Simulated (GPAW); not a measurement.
SnO2 (Cassiterite, P4_2/mnm), O K edge of atom 3, with 3 Sn at 2.05 Å (distorted trigonal planar, site symmetry m2m). Method: GPAW, LDA, full core hole (charged cell), 24-atom cell with 6.7 Å between holes, 4×4×4 k points, dipole transitions, Gaussian full width 0.9 eV up to 4 eV, rising linearly to 3.5 eV at 25 eV.

```
Sn O
1.0
     4.73800    0.00000    0.00000
     0.00000    4.73800    0.00000
     0.00000    0.00000    3.18650
Sn O
2 4
Direct
  0.50000 0.50000 0.50000
  0.00000 0.00000 0.00000
  0.80710 0.19290 0.50000
  0.69290 0.69290 0.00000
  0.19290 0.80710 0.50000
  0.30710 0.30710 0.00000
```

Energy from the lowest empty level; a common scale on which the isotropic spectrum has a mean of 1 over the first 20 eV.

| E (eV) | curve 1 | curve 2 |
| --- | --- | --- |
| -2.0 | 0.00 | 0.00 |
| -1.5 | 0.00 | 0.00 |
| -1.0 | 0.00 | 0.00 |
| -0.5 | 0.00 | 0.00 |
| 0.0 | 0.00 | 0.00 |
| 0.5 | 0.02 | 0.02 |
| 1.0 | 0.06 | 0.06 |
| 1.5 | 0.15 | 0.12 |
| 2.0 | 0.39 | 0.31 |
| 2.5 | 0.93 | 0.59 |
| 3.0 | 2.75 | 1.36 |
| 3.5 | 4.43 | 2.10 |
| 4.0 | 3.57 | 1.44 |
| 4.5 | 1.89 | 0.72 |
| 5.0 | 1.18 | 0.68 |
| 5.5 | 0.97 | 0.73 |
| 6.0 | 0.95 | 0.80 |
| 6.5 | 1.54 | 1.02 |
| 7.0 | 2.13 | 1.40 |
| 7.5 | 2.18 | 1.69 |
| 8.0 | 2.01 | 1.87 |
| 8.5 | 1.91 | 2.29 |
| 9.0 | 1.85 | 2.85 |
| 9.5 | 1.64 | 3.03 |
| 10.0 | 1.31 | 2.72 |
| 10.5 | 1.07 | 2.21 |
| 11.0 | 0.96 | 1.64 |
| 11.5 | 0.81 | 1.07 |
| 12.0 | 0.60 | 0.63 |
| 12.5 | 0.43 | 0.42 |
| 13.0 | 0.33 | 0.36 |
| 13.5 | 0.27 | 0.34 |
| 14.0 | 0.23 | 0.33 |
| 14.5 | 0.22 | 0.32 |
| 15.0 | 0.25 | 0.32 |
| 15.5 | 0.32 | 0.35 |
| 16.0 | 0.40 | 0.39 |
| 16.5 | 0.46 | 0.46 |
| 17.0 | 0.50 | 0.54 |
| 17.5 | 0.50 | 0.62 |
| 18.0 | 0.50 | 0.69 |
| 18.5 | 0.50 | 0.73 |
| 19.0 | 0.52 | 0.74 |
| 19.5 | 0.53 | 0.73 |
| 20.0 | 0.56 | 0.71 |
| 20.5 | 0.59 | 0.70 |
| 21.0 | 0.64 | 0.71 |
| 21.5 | 0.69 | 0.73 |
| 22.0 | 0.76 | 0.76 |
| 22.5 | 0.84 | 0.78 |
| 23.0 | 0.94 | 0.78 |
| 23.5 | 1.06 | 0.78 |
| 24.0 | 1.18 | 0.77 |
| 24.5 | 1.29 | 0.76 |
| 25.0 | 1.39 | 0.77 |
| 25.5 | 1.44 | 0.79 |
| 26.0 | 1.45 | 0.82 |
| 26.5 | 1.42 | 0.84 |
| 27.0 | 1.36 | 0.86 |
| 27.5 | 1.27 | 0.87 |
| 28.0 | 1.18 | 0.88 |
| 28.5 | 1.11 | 0.90 |
| 29.0 | 1.07 | 0.95 |
| 29.5 | 1.08 | 1.03 |
| 30.0 | 1.11 | 1.13 |
| 30.5 | 1.16 | 1.24 |
| 31.0 | 1.20 | 1.33 |
| 31.5 | 1.21 | 1.40 |
| 32.0 | 1.18 | 1.42 |

Question: The curves are for the electric vector along different Cartesian axes of the cell as given, averaged over the symmetry-equivalent atoms. Which is which?

Curve 1: along z (c), main maxima 3.6 eV (4.48) and 7.3 eV (2.21). Curve 2: along x (⊥ c) (the other in-plane axis gives the same curve within 3 %), main maxima 3.5 eV (2.10) and 9.4 eV (3.04). A K edge sees empty p states on the absorber. Each direction probes the empty orbitals that point along it. The mesh is coarse (0.26 Å⁻¹ between points), so small maxima may be mesh ripples. Lifetime broadening is put in by hand, and intensities beyond about 20 eV depend on it and on the partial waves.

[Banner, clock and machine lines of the logs are left out without a mark of their own.]

[Logs are printed without paths, hosts, clocks, repeated set-up lines and the standing remarks that a program may print on its own settings, such as how far it seeks lower states.]

[Hosts, paths, dates, database ids (printed as entryN), source tags and the programs' standing remarks are cut or masked in the printed files.]

[Lists of maxima count a maximum above −3 eV only where it reaches 4 % of the highest in the window and stands out from its surroundings by 2 % of it (1.5 % where it reaches 55 %); shoulders and weaker maxima are passed over, and of the rest the first, up to two pre-edge ones and the few strongest are named.]
